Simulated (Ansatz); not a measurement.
# ZnNi3C (Pm-3m): Grüneisen parameters, part 2 of 2

Wanted: mode Grüneisen parameters of ZnNi3C (Pm-3m).

Ansatz 0.2.0; DFT PBEsol, scalar-relativistic, plane waves, PAW; PAW set soft_1.

So far, highest frequency on the path or at a solved wavevector (cm⁻¹): step 2 (the dispersion) 751; step 4 (phonons at the other volume, volume ratio 0.97) 785.

## Step 5: Relaxing at another volume, volume ratio 1.03

The volume is scaled by 1.03 and held; symmetry leaves nothing to relax, so this is a single point. The modes can then be followed against volume.

input.yaml reads:

```yaml
crystal:
  lattice:
    - [3.7567115459, 0.0, 0.0]
    - [0.0, 3.7567115459, 0.0]
    - [0.0, 0.0, 3.7567115459]
  atoms:
    - { symbol: Zn, position: [0.0, 0.0, 0.0] }
    - { symbol: Ni, position: [0.0, 0.5, 0.5] }
    - { symbol: Ni, position: [0.5, 0.5, 0.0] }
    - { symbol: Ni, position: [0.5, 0.0, 0.5] }
    - { symbol: C, position: [0.5, 0.5, 0.5] }
kpoints:
  mp_grid: { grid: [12, 12, 12] }
hamiltonian:
  xc: pbesol
  pseudopotentials: { kind: paw, azcp: { folder: soft_1 }, xc_functional: pbe }
scf:
  occupations: { method: methfessel_paxton, width: 0.2 }
output:
  forces: true
  stress: true
  eigenvalues: true
```

Run with:

```bash
$ ansatz run input.yaml --threads 4 --pin off --max-ram 10240MiB --backend cpu --events-out ev --progress --plain --runs-dir out
```

Numbers of over 12 decimals in the logs are rounded to 6 here.

What it wrote:

```text
[...]
Crystal: 5 atoms, lattice volume = 53.018 Å³
Basis set: ecut = 420 eV, 1021 PW (Γ), exchange–correlation on 54×54×54 points (8 copies of the dense FFT grid, shifted against one another)
Bands: 42, of which v1, the nominal top of the filled ones, is band 35 counted from 1 (34 counted from 0)
Symmetry: 48 space group operations
[...]
k-points: 84 of 1728
[...]
k-point 0: bands = [... 31 lower, 14.1778, 14.6642, 14.6642, 14.6642, 14.9717, 18.1656, 20.0066, 20.0066, ... 3 higher]
  k-point 1: bands = [... 31 lower, 14.1688, 14.6642, 14.7125, 14.7125, 14.9469, 18.1854, 19.7114, 20.0610, ... 3 higher]
  k-point 2: bands = [... 31 lower, 14.1440, 14.6644, 14.8613, 14.8613, 14.8735, 18.2467, 19.3014, 20.2022, ... 3 higher]
  k-point 83: bands = [... 31 lower, 14.4173, 14.4173, 14.7398, 14.7398, 14.7398, 16.9366, 16.9366, 16.9366, ... 3 higher]
[key lines of the parts left out:]
SCF converged after 10 iterations
Free energy (F): -20942.982601 eV
Fermi energy:    15.419001 eV
P = ⅓ Tr σ = -6.0777 GPa (-60.777 kbar)
```

Wall time 3.6 s (4 threads of Intel Xeon Platinum 8375C at 2.90GHz (Ice Lake), shared host); peak memory 0.51 GiB; 12 s of CPU time.

This step gave:

* pressure: -6.078 GPa
* volume per atom: 10.60 Å³

The run ends at a pressure of -6.08 GPa.

## Step 6: Phonons at the other volume, volume ratio 1.03

The phonons are repeated at this volume on the same k and q meshes.

input.yaml: that of step 5 with these lines changed.

```diff
@@ -19,4 +19,11 @@
 output:
-  forces: true
-  stress: true
   eigenvalues: true
+phonons:
+  method: dfpt
+  qmesh: [2, 2, 2]
+  temperatures: { t_max: 1000, t_step: 50 }
+  qpath:
+    path:
+      - [[0.0, 0.0, 0.0], [0.0, 0.5, 0.0], [0.5, 0.5, 0.0], [0.0, 0.0, 0.0], [0.5, 0.5, 0.5], [0.0, 0.5, 0.0]]
+      - [[0.5, 0.5, 0.5], [0.5, 0.5, 0.0]]
+    npoints: 10
```

What it wrote:

```text
[...]
Crystal: 5 atoms, lattice volume = 53.018 Å³
Basis set: ecut = 420 eV, 1021 PW (Γ), exchange–correlation on 54×54×54 points (8 copies of the dense FFT grid, shifted against one another)
Bands: 42, of which v1, the nominal top of the filled ones, is band 35 counted from 1 (34 counted from 0)
Symmetry: 48 space group operations
k-points: 84 of 1728
[...]
k-point 83: bands = [... 31 lower, 14.4172, 14.4172, 14.7397, 14.7397, 14.7397, 16.9366, 16.9366, 16.9366, ... 3 higher]
[...]
ASR residual: 2.877e-5 → 0.000e0 eV/Å²; symmetrization residual: 2.255e-6 eV/Å²
  ASR residual per site (eV/Å²): 1.59e-5 2.88e-5 2.88e-5 2.88e-5 8.01e-6
[...]
--- Phonons (arbitrary-q DFPT): 4 irreducible q on the 2×2×2 mesh ---
[...]
interpolated dispersion: 62 rows × 15 modes
[...]
[key lines of the parts left out:]
SCF converged after 14 iterations
Free energy (F): -20942.982601 eV
Fermi energy:    15.418963 eV
```

Run time: 8 min. Hardware: 4 threads; peak memory 2.4 GiB; 30 min of CPU time.

This step gave:

* sum-rule residual before enforcement: 2.88e-5 eV/Å²
* lowest frequency on the path: -48.64 cm⁻¹
* highest frequency on the path or at a solved wavevector: 718.4 cm⁻¹
* highest optical mode at the zone centre (no LO-TO term): 596.3 cm⁻¹
* lowest optical zone-centre mode: 142.6 cm⁻¹
* lowest mode on the q mesh (acoustic modes at Γ apart): -48.4 cm⁻¹

Frequencies (cm⁻¹) solved at each irreducible wavevector; negative means imaginary. Frequencies by wavevector, by row:

```csv
q in reciprocal lattice units,star,mode 1,mode 2,mode 3,mode 4,mode 13,mode 14,mode 15
0 0 0,1,0,0,0,142.6,596.3,596.3,596.3
0 0 -0.5,3,-48.4,-48.4,34.7,104.6,595.2,595.2,695.8
0 -0.5 -0.5,3,12.8,12.8,29.1,75.1,590,709.6,709.6
-0.5 -0.5 -0.5,1,26.4,26.4,26.4,97.3,718.4,718.4,718.4
```

The highest optical mode at the zone centre (no LO-TO term) is 596.3 cm⁻¹, -37.5 cm⁻¹ against the base run.

## Step 7: Grüneisen parameters

The Grüneisen parameter of a mode is minus the logarithmic change of its frequency with volume, −d ln ω / d ln V; weighted by heat capacity it gives the expansion.

Numbers from this step:

```
bulk modulus : 220.7 GPa
```

The phonon branches at the labelled points (cm⁻¹):

```csv
point,branch 1,branch 2,branch 3,branch 4,branch 12,branch 13,branch 14,branch 15
Γ,0,0,0,148,185,634,634,634
halfway,20,20,93,116,255,633,633,678
X,-48,-48,42,110,312,632,632,728
halfway,-23,-11,61,90,330,630,685,735
M,38,38,56,74,360,627,742,742
halfway,37,70,74,104,284,632,680,682
Γ,0,0,0,148,185,634,634,634
halfway,62,62,81,93,310,683,683,685
R,6,6,6,101,403,751,751,751
halfway,26,52,64,71,349,685,687,741
X,-48,-48,42,110,312,632,632,728
jump to R,6,6,6,101,403,751,751,751
halfway,24,24,52,88,378,687,746,746
M,38,38,56,74,360,627,742,742
```

The same for volume x 0.97:

```csv
point,branch 1,branch 2,branch 3,branch 4,branch 12,branch 13,branch 14,branch 15
Γ,0,0,0,152,196,673,673,673
X,-48,-48,50,115,333,671,671,761
M,54,54,72,76,382,666,776,776
Γ,0,0,0,152,196,673,673,673
R,-27,-27,-27,106,426,785,785,785
X,-48,-48,50,115,333,671,671,761
R,-27,-27,-27,106,426,785,785,785
M,54,54,72,76,382,666,776,776
```

The same for volume x 1.03:

```csv
point,branch 1,branch 2,branch 3,branch 4,branch 12,branch 13,branch 14,branch 15
Γ,0,0,0,142,175,596,596,596
X,-48,-48,35,105,291,595,595,696
M,13,13,29,75,339,590,710,710
Γ,0,0,0,142,175,596,596,596
R,26,26,26,97,381,718,718,718
X,-48,-48,35,105,291,595,595,696
R,26,26,26,97,381,718,718,718
M,13,13,29,75,339,590,710,710
```

## Step 8: Summary of results

| Quantity | Value |
| --- | --- |
| bulk modulus | 221 GPa |

**Reading.** No expansion is given, because modes are imaginary at one volume or more. The highest optical mode at Γ goes from 673 to 596 cm⁻¹ as the cell grows, a Grüneisen parameter of 2.01. Branches are matched by rank, so values near crossings are rough. The q mesh stands for a supercell only 7.4 Å across, so branches between the solved wavevectors are rough. With no gap, or one that is small against the smearing, the frequencies hang on the k mesh and the smearing, most of all near Kohn anomalies. The phonon runs are without spin polarisation, although Ni often carries a moment. The PAW files were made for PBE and serve the other functionals too.

[Logs are printed without paths, hosts, clocks, repeated set-up lines and the standing remarks that a program may print on its own settings, such as how far it seeks lower states.]

[Hosts, paths, dates, database ids (printed as entryN), source tags and the programs' standing remarks are cut or masked in the printed files.]
